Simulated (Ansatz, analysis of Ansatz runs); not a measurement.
**Migration in Li5AuO4 (C2/m): V_Li hop (2.7 Å), charge −1**

Aim: the barrier of one jump in Li5AuO4 (C2/m) at charge −1: V_Li hop (2.7 Å). The model is a cell of 80 host atoms with 1 Li taken out; Li is the atom that moves.

Method: plane-wave PAW DFT, PBEsol; nudged elastic band between two relaxed defect structures at fixed charge in a uniform background, in Ansatz 0.2.0.

### 1. Starting point

The cell holds 79 atoms: 39 Li, 8 Au and 32 O. Its edges and angles: a = 9.403 Å, b = 9.404 Å, c = 9.396 Å, α = 90.0°, β = 102.9°, γ = 90.0°. It derives from Li5AuO4 (space group C2/m). Nearest the centre at fractional (0.250, 0.359, 0.500): Li26 at 1.33 Å, O15 at 1.48 Å, O33 at 1.48 Å, Li2 at 2.43 Å, Li22 at 2.43 Å, Li23 at 2.46 Å, Li62 at 2.46 Å, O20 at 2.69 Å. The cell carries charge −1.

The cell's shortest repeat is 9.4 Å.

### 2. Relaxation of the start point, charge −1

A barrier is counted from a minimum, so both ends are relaxed first. Small random displacements break the symmetry of the ideal sites, so that the defect can distort if it gains by it. The charge of −1 is set by the electron count, and a uniform background keeps the cell neutral.

The input, qm1.start/input.yaml:

```yaml
crystal:
  lattice:
    - [9.40268524, 0.0, -0.02548652]
    - [0.0, 9.40405317, 0.0]
    - [-2.07562506, 0.0, 9.16358709]
  atoms:
    - { symbol: Li, position: [0.0, 0.7924353, 0.25] }
    - { symbol: Li, position: [0.25, 0.2924353, 0.25] }
    - { symbol: Li, position: [0.0, 0.28254642, 0.0] }
    - { symbol: Li, position: [0.25, 0.78254642, 0.0] }
    - { symbol: Li, position: [0.0, 0.71745358, 0.0] }
    - { symbol: Li, position: [0.25, 0.21745358, 0.0] }
    - { symbol: Li, position: [0.0, 0.2075647, 0.25] }
    - { symbol: Li, position: [0.25, 0.7075647, 0.25] }
    - { symbol: Li, position: [0.0, 0.0, 0.0] }
    - { symbol: Li, position: [0.25, 0.5, 0.0] }
    - { symbol: Au, position: [0.0, 0.5, 0.25] }
    - { symbol: Au, position: [0.25, 0.0, 0.25] }
    - { symbol: O, position: [0.12789862, 0.85260183, 0.12509074] }
    - { symbol: O, position: [0.37789862, 0.35260183, 0.12509074] }
    - { symbol: O, position: [0.12210138, 0.35260183, 0.37490926] }
    - { symbol: O, position: [0.37210138, 0.85260183, 0.37490926] }
    - { symbol: O, position: [0.12789862, 0.14739817, 0.12509074] }
    - { symbol: O, position: [0.37789862, 0.64739817, 0.12509074] }
    - { symbol: O, position: [0.12210138, 0.64739817, 0.37490926] }
    - { symbol: O, position: [0.37210138, 0.14739817, 0.37490926] }
    - { symbol: Li, position: [0.0, 0.7924353, 0.75] }
    - { symbol: Li, position: [0.25, 0.2924353, 0.75] }
    - { symbol: Li, position: [0.0, 0.28254642, 0.5] }
    - { symbol: Li, position: [0.25, 0.78254642, 0.5] }
    - { symbol: Li, position: [0.0, 0.71745358, 0.5] }
    - { symbol: Li, position: [0.25, 0.21745358, 0.5] }
    - { symbol: Li, position: [0.0, 0.2075647, 0.75] }
    - { symbol: Li, position: [0.25, 0.7075647, 0.75] }
    - { symbol: Li, position: [0.0, 0.0, 0.5] }
    - { symbol: Au, position: [0.0, 0.5, 0.75] }
    - { symbol: Au, position: [0.25, 0.0, 0.75] }
    - { symbol: O, position: [0.12789862, 0.85260183, 0.62509074] }
    - { symbol: O, position: [0.37789862, 0.35260183, 0.62509074] }
    - { symbol: O, position: [0.12210138, 0.35260183, 0.87490926] }
    - { symbol: O, position: [0.37210138, 0.85260183, 0.87490926] }
    - { symbol: O, position: [0.12789862, 0.14739817, 0.62509074] }
    - { symbol: O, position: [0.37789862, 0.64739817, 0.62509074] }
    - { symbol: O, position: [0.12210138, 0.64739817, 0.87490926] }
    - { symbol: O, position: [0.37210138, 0.14739817, 0.87490926] }
    - { symbol: Li, position: [0.5, 0.7924353, 0.25] }
    - { symbol: Li, position: [0.75, 0.2924353, 0.25] }
    - { symbol: Li, position: [0.5, 0.28254642, 0.0] }
    - { symbol: Li, position: [0.75, 0.78254642, 0.0] }
    - { symbol: Li, position: [0.5, 0.71745358, 0.0] }
    - { symbol: Li, position: [0.75, 0.21745358, 0.0] }
    - { symbol: Li, position: [0.5, 0.2075647, 0.25] }
    - { symbol: Li, position: [0.75, 0.7075647, 0.25] }
    - { symbol: Li, position: [0.5, 0.0, 0.0] }
    - { symbol: Li, position: [0.75, 0.5, 0.0] }
    - { symbol: Au, position: [0.5, 0.5, 0.25] }
    - { symbol: Au, position: [0.75, 0.0, 0.25] }
    - { symbol: O, position: [0.62789862, 0.85260183, 0.12509074] }
    - { symbol: O, position: [0.87789862, 0.35260183, 0.12509074] }
    - { symbol: O, position: [0.62210138, 0.35260183, 0.37490926] }
    - { symbol: O, position: [0.87210138, 0.85260183, 0.37490926] }
    - { symbol: O, position: [0.62789862, 0.14739817, 0.12509074] }
    - { symbol: O, position: [0.87789862, 0.64739817, 0.12509074] }
    - { symbol: O, position: [0.62210138, 0.64739817, 0.37490926] }
    - { symbol: O, position: [0.87210138, 0.14739817, 0.37490926] }
    - { symbol: Li, position: [0.5, 0.7924353, 0.75] }
    - { symbol: Li, position: [0.75, 0.2924353, 0.75] }
    - { symbol: Li, position: [0.5, 0.28254642, 0.5] }
    - { symbol: Li, position: [0.75, 0.78254642, 0.5] }
    - { symbol: Li, position: [0.5, 0.71745358, 0.5] }
    - { symbol: Li, position: [0.75, 0.21745358, 0.5] }
    - { symbol: Li, position: [0.5, 0.2075647, 0.75] }
    - { symbol: Li, position: [0.75, 0.7075647, 0.75] }
    - { symbol: Li, position: [0.5, 0.0, 0.5] }
    - { symbol: Li, position: [0.75, 0.5, 0.5] }
    - { symbol: Au, position: [0.5, 0.5, 0.75] }
    - { symbol: Au, position: [0.75, 0.0, 0.75] }
    - { symbol: O, position: [0.62789862, 0.85260183, 0.62509074] }
    - { symbol: O, position: [0.87789862, 0.35260183, 0.62509074] }
    - { symbol: O, position: [0.62210138, 0.35260183, 0.87490926] }
    - { symbol: O, position: [0.87210138, 0.85260183, 0.87490926] }
    - { symbol: O, position: [0.62789862, 0.14739817, 0.62509074] }
    - { symbol: O, position: [0.87789862, 0.64739817, 0.62509074] }
    - { symbol: O, position: [0.62210138, 0.64739817, 0.87490926] }
    - { symbol: O, position: [0.87210138, 0.14739817, 0.87490926] }
total_charge: -1
basis:
  ecutwfc: 420
  xc_grid: 2
hamiltonian:
  xc: pbesol
kpoints:
  mp_grid: { grid: [1, 1, 1], shift: [0.25, 0.25, 0.25] }
scf:
  occupations: { method: fixed }
  max_iter: 150
output:
  forces: true
relax:
  f_tol: 0.02
  max_steps: 70
  random_displacement: { amplitude: 0.03, seed: 5195 }
```

Started as:

```bash
> ansatz run input.yaml --threads 4 --pin off --max-ram 14131MiB --backend cpu --events-out ev --progress --plain --runs-dir out
```

Numbers of over 12 decimals in the logs are rounded to 6 here.

The program printed:

```text
[... repeated set-up lines and file paths are left out, and long positions are rounded to six places ...]
The last accepted step is kept in <dir> (removed where the run ends without a failure and the disk answers)
Engine: ansatz 0.2.0, aarch64-unknown-linux-gnu
Pseudopotentials: kind: paw
Pseudopotential: Li, paw, valence charge 3, recommended cutoff 420 eV (normal), Li.paw.azcp
Pseudopotential: Au, paw, valence charge 19, recommended cutoff 420 eV (normal), Au.paw.azcp
Pseudopotential: O, paw, valence charge 6, recommended cutoff 420 eV (normal), O.paw.azcp
Functional definition: PBEsol
  exchange = pbesol_x
  correlation = pbesol_c
Crystal: 79 atoms, lattice volume = 809.778 Å³
Basis set: ecut = 420 eV, 15817 PW (Γ), exchange–correlation on 128×128×128 points (8 copies of the dense FFT grid, shifted against one another)
Bands: 310, of which v1, the nominal top of the filled ones, is band 231 counted from 1 (230 counted from 0)
Symmetry: 1 space group operations
k-points: 1
Non-local potential: Li, projectors of the file, l = 0: 3, l = 1: 2, l = 2: 1
Non-local potential: Au, projectors of the file, l = 0: 3, l = 1: 2, l = 2: 2, l = 3: 1
Non-local potential: O, projectors of the file, l = 0: 2, l = 1: 2, l = 2: 1
PAW form: soft (Blöchl's): semilocal exchange-correlation on the pseudo side does not see the compensation charge
PAW frozen core: Au, regenerated for the run's functional, and the local potential with it (the file was generated under x = pbe(κ = 0.804, μ = 0.219515), c = pbe(β = 0.066725))
PAW frozen core: O, regenerated for the run's functional, and the local potential with it (the file was generated under x = pbe(κ = 0.804, μ = 0.219515), c = pbe(β = 0.066725))
PAW one-centre angular grid: Li, 110 points (default); XC on 64 Gauss nodes
PAW one-centre angular grid: Au, 590 points (default); XC on 64 Gauss nodes
PAW one-centre angular grid: O, 110 points (default); XC on 64 Gauss nodes
Initial density: superposition of atomic densities (neutral atoms scaled as one to the charged cell's electrons: chi_scale 0, normalization atom), corrected by the library's trained network
Initial wavefunctions: pseudopotential atomic-orbital guess
Functional: x = pbesol(κ = 0.804, μ = 0.123457), c = pbesol(β = 0.046)
SCF iter   1: F=—  HF=-129954.602230 eV  |F-HF|=—  |Δ(HF+E_count)|=         —  Δρ=1.70e-2  dr2=1.89e0  ethr=1.77e-3  ⟨swp⟩=5.0  Hψ=1042  notcnv=0  defer=76
preconditioner: auto → Resta (q_TF=auto, 2.485 Å⁻¹)  ε∞=3.9  [insulator: Δε(μ)=1.911 eV  Ē_g=13.727 eV  n_scr=218 (ndim 8)  ℏωp=23.3 eV  f_vac=0.088  ε∞_Penn≈3.9]
SCF iter   2: F=—  HF=-129954.063774 eV  |F-HF|=—  |Δ(HF+E_count)|=   5.38e-1  Δρ=3.74e-3  dr2=9.66e-2  ethr=4.10e-4  ⟨swp⟩=2.0  Hψ=437  notcnv=0  defer=74
SCF iter   3: F=—  HF=-129954.045099 eV  |F-HF|=—  |Δ(HF+E_count)|=   1.87e-2  Δρ=1.60e-3  dr2=2.50e-2  ethr=2.09e-5  ⟨swp⟩=2.0  Hψ=369  notcnv=0  defer=67
automatic band count: iteration 3 solves 300 bands in place of 310: the levels show a gap, and the empty bands left out lie too high to hold charge; the band table lists the bands solved (type scf.n_extra_bands for more)
SCF iter   4: F=—  HF=-129954.041884 eV  |F-HF|=—  |Δ(HF+E_count)|=   3.21e-3  Δρ=7.35e-4  dr2=5.78e-3  ethr=5.42e-6  ⟨swp⟩=2.0  Hψ=349  notcnv=0  defer=67
SCF iter   5: F=—  HF=-129954.043580 eV  |F-HF|=—  |Δ(HF+E_count)|=   1.70e-3  Δρ=4.13e-4  dr2=1.68e-3  ethr=1.25e-6  ⟨swp⟩=2.0  Hψ=372  notcnv=0  defer=63
SCF iter   6: F=—  HF=-129954.043465 eV  |F-HF|=—  |Δ(HF+E_count)|=   1.15e-4  Δρ=1.91e-4  dr2=3.92e-4  ethr=3.64e-7  ⟨swp⟩=2.0  Hψ=386  notcnv=0  defer=63
SCF iter   7: F=—  HF=-129954.043505 eV  |F-HF|=—  |Δ(HF+E_count)|=   3.98e-5  Δρ=6.76e-5  dr2=4.96e-5  ethr=8.50e-8  ⟨swp⟩=2.0  Hψ=371  notcnv=0  defer=63
SCF iter   8: F=—  HF=-129954.043521 eV  |F-HF|=—  |Δ(HF+E_count)|=   1.63e-5  Δρ=4.87e-5  dr2=2.03e-5  ethr=2.16e-9  ⟨swp⟩=4.0  Hψ=858  notcnv=0
SCF iter   9: F=-129954.043521 eV  HF=-129954.043520 eV  |F-HF|=5.05e-7  |Δ(HF+E_count)|=   5.48e-7  Δρ=7.72e-6  dr2=5.56e-7  ethr=2.16e-9  ⟨swp⟩=4.0  Hψ=772  notcnv=0
SCF 1 converged in 9 iterations: F = -129954.043521 eV  dr2 = 5.56e-7
  greatest PAW one-centre occupation: 1.001 electrons in one spin orbital (limit 2), on the Au atom at site 10 (counted from 0), in its partial waves of l = 0
relax step   1: F+E_penalty+E_count = -129954.04352100 eV  Δ(F+E_penalty+E_count) = +0.000e0 eV  max|allowed force component| = 1.822e0 eV/Å  Δτ_max = 0.0000 Å  (9 SCF iters, dr2 threshold 1.00e-5 eV, accepted)
[... the SCF cycles and remarks between the steps are left out from here to the last step ...]
relax step   2: F+E_penalty+E_count = -129954.64650711 eV  Δ(F+E_penalty+E_count) = -6.030e-1 eV  max|allowed force component| = 4.929e-1 eV/Å  Δτ_max = 0.1013 Å  (6 SCF iters, dr2 threshold 1.00e-4 eV, accepted)
relax step   3: F+E_penalty+E_count = -129954.86389555 eV  Δ(F+E_penalty+E_count) = -2.174e-1 eV  max|allowed force component| = 1.018e-1 eV/Å  Δτ_max = 0.1889 Å  (8 SCF iters, dr2 threshold 1.52e-5 eV, accepted)
relax step   4: F+E_penalty+E_count = -129954.86901243 eV  Δ(F+E_penalty+E_count) = -5.117e-3 eV  max|allowed force component| = 1.085e-2 eV/Å  Δτ_max = 0.0158 Å  (7 SCF iters, dr2 threshold 6.48e-7 eV, accepted)
iter 1 solved again at ethr=4.72e-11 eV; its pass at ethr=3.10e-3 eV (dr2=2.18e-7 eV) is discarded
SCF iter   1: F=—  HF=-129954.869261 eV  |F-HF|=—  |Δ(HF+E_count)|=         —  Δρ=5.05e-6  dr2=2.18e-7  ethr=4.72e-11  ⟨swp⟩=1.0  Hψ=636  notcnv=0  defer=61
automatic band count: iteration 1 solves 300 bands in place of 310: the levels show a gap, and the empty bands left out lie too high to hold charge; the band table lists the bands solved (type scf.n_extra_bands for more)
SCF iter   2: F=—  HF=-129954.869012 eV  |F-HF|=—  |Δ(HF+E_count)|=   2.48e-4  Δρ=2.53e-6  dr2=6.85e-8  ethr=2.16e-11  ⟨swp⟩=2.0  Hψ=973  notcnv=0
SCF iter   3: F=-129954.869013 eV  HF=-129954.869013 eV  |F-HF|=1.24e-8  |Δ(HF+E_count)|=   1.79e-8  Δρ=1.52e-6  dr2=3.08e-8  ethr=1.48e-11  ⟨swp⟩=1.0  Hψ=675  notcnv=0
SCF 5 converged in 3 iterations: F = -129954.869013 eV  dr2 = 3.08e-8
relax step   5: F+E_penalty+E_count = -129954.86901252 eV  Δ(F+E_penalty+E_count) = -8.805e-8 eV  max|allowed force component| = 1.079e-2 eV/Å  Δτ_max = 0.0000 Å  (3 SCF iters, accepted)
SCF converged after 3 iterations
Free energy (F): -129954.869013 eV
Harris-Foulkes:  -129954.869013 eV  (|F-HF|=1.24e-8)
Internal energy: -129954.869013 eV  (E = F + TS)
E sigma→0 (E₀):  -129954.869013 eV
Fermi energy:    5.656583 eV
--- Per-component energies (eV) ---
  E_band       = -7029.892120
  E_kinetic    = 11324.264780
  E_local      = -41249.712041  (includes V_loc(G=0)·N_el)
  E_nonlocal   = 872.265977
  E_hartree    = 16136.248592
  E_xc         = -4591.642540
  E_vxc        = -5770.384794  (∫ρ·V_xc dr)
  E_paw        = -82148.344061  (= ΣΔE_a)
  E_vpaw       = -4478.916961  (= ΣTr[D̂ρ^β])
  E_aug_tail   = 0.092117  (compensation charges beyond the density's cutoff)
  E_ewald      = -30301.646883
  E_core_change = 3.605046  (= ΣΔE_core)
  E_smearing   = -0.000000  (= −TS)
  E_closure    = -0.000000  (closes the sum)
  E_deformation_potential = -16.058829  (in the stress; not in F)
  Σ components = -129954.869013   (vs F -129954.869013, Δ=0.00e0)
--- Forces (eV/Å), atoms counted from 1 ---
  atom   1  Li    -0.00582111    -0.00012736    -0.00478705
  atom   2  Li     0.00588791     0.00040943     0.00202307
  [... 12 atoms left out ...]
  atom  15  O      0.00054929    -0.00677762     0.00166115
  [... 3 atoms left out ...]
  atom  19  O      0.00021033     0.00783345     0.00374574
  atom  20  O      0.00025686    -0.00188959    -0.00295359
  [... 1 atom left out ...]
  atom  22  Li    -0.00519543     0.00101933    -0.00301525
  atom  23  Li     0.00012159     0.00342247     0.00438349
  [... 2 atoms left out ...]
  atom  26  Li     0.00049176     0.00783902     0.00117263
  [... 6 atoms left out ...]
  atom  33  O      0.00252487    -0.00486674    -0.00348258
  [... 2 atoms left out ...]
  atom  36  O      0.00132909    -0.00265634     0.00121416
  [... 25 atoms left out ...]
  atom  62  Li     0.00061800     0.00141695    -0.00382443
  [... 17 atoms left out ...]
  max |Σ_I F_I| component: 1.43e-5 eV/Å
--- Relaxed structure (5 steps of the walk, 5 accepted, 0 SCFs on fresh bases) ---
  F+E_penalty+E_count = -129954.86901252 eV   max|allowed force component| = 1.079e-2 eV/Å
  atoms:
    - { symbol: Li, position: [-0.002631, 0.795078, 0.247460] }
    - { symbol: Li, position: [0.246593, 0.294764, 0.250827] }
    [... 12 atoms left out ...]
    - { symbol: O, position: [0.110788, 0.345328, 0.364970] }
    [... 3 atoms left out ...]
    - { symbol: O, position: [0.110985, 0.654662, 0.364864] }
    - { symbol: O, position: [0.370647, 0.148755, 0.375877] }
    [... 1 atom left out ...]
    - { symbol: Li, position: [0.253162, 0.294738, 0.749785] }
    - { symbol: Li, position: [7.863937024316092e-6, 0.285048, 0.498109] }
    [... 2 atoms left out ...]
    - { symbol: Li, position: [0.249806, 0.241529, 0.500250] }
    [... 6 atoms left out ...]
    - { symbol: O, position: [0.388857, 0.345313, 0.635585] }
    [... 2 atoms left out ...]
    - { symbol: O, position: [0.129133, 0.148823, 0.624798] }
    [... 25 atoms left out ...]
    - { symbol: Li, position: [0.499776, 0.285124, 0.502526] }
    [... 17 atoms left out ...]
```

The job ended after 56 s (4 threads of Arm Neoverse V1, shared host; peak memory 1.4 GiB).

Relaxation path:

| step | energy less that of the first step (eV) | largest force component (eV/Å) |
| --- | --- | --- |
| 1 | 0.0000 | 1.8218 |
| 2 | -0.6030 | 0.4929 |
| 3 | -0.8204 | 0.1018 |
| 4 | -0.8255 | 0.0109 |
| 5 | -0.8255 | 0.0108 |

The atoms that moved most (Å, from the sites as typed, ahead of the random displacement, the mean shift of all atoms taken out):

| atom | dx | dy | dz | length |
| --- | --- | --- | --- | --- |
| Li24 | 0.001 | -0.226 | -0.001 | 0.226 |
| Li26 | -0.001 | 0.226 | 0.000 | 0.226 |
| O15 | -0.085 | -0.069 | -0.093 | 0.143 |
| O37 | 0.084 | 0.068 | 0.093 | 0.143 |
| O33 | 0.082 | -0.069 | 0.094 | 0.143 |
| O19 | -0.083 | 0.068 | -0.094 | 0.142 |
| Li29 | 0.046 | 0.000 | -0.011 | 0.048 |
| Li68 | -0.045 | 0.000 | 0.011 | 0.047 |

Neighbours of Li26 at the end:

| atom | distance (Å) |
| --- | --- |
| O15 | 1.880 |
| O33 | 1.880 |
| O36 | 2.003 |
| O20 | 2.003 |
| Li23 | 2.380 |
| Li62 | 2.381 |
| Li2 | 2.390 |
| Li22 | 2.391 |

Read from the output:

```yaml
free_energy: -129954.8690 eV
r_m_s_move_of_the_farther_half_of_the_atoms: 0.01900 Å
largest_move_from_the_ideal_geometry_of_this_structure_a_common_shift_of_the_far_atoms_taken_out: 0.2263 Å
```

The relaxation gained 0.825 eV and ended with a largest force component of 0.011 eV/Å.

[end of part 1 of 4]

[Logs are printed without paths, hosts, clocks, repeated set-up lines and the standing remarks that a program may print on its own settings, such as how far it seeks lower states.]

[Hosts, paths, dates, database ids (printed as entryN), source tags and the programs' standing remarks are cut or masked in the printed files.]
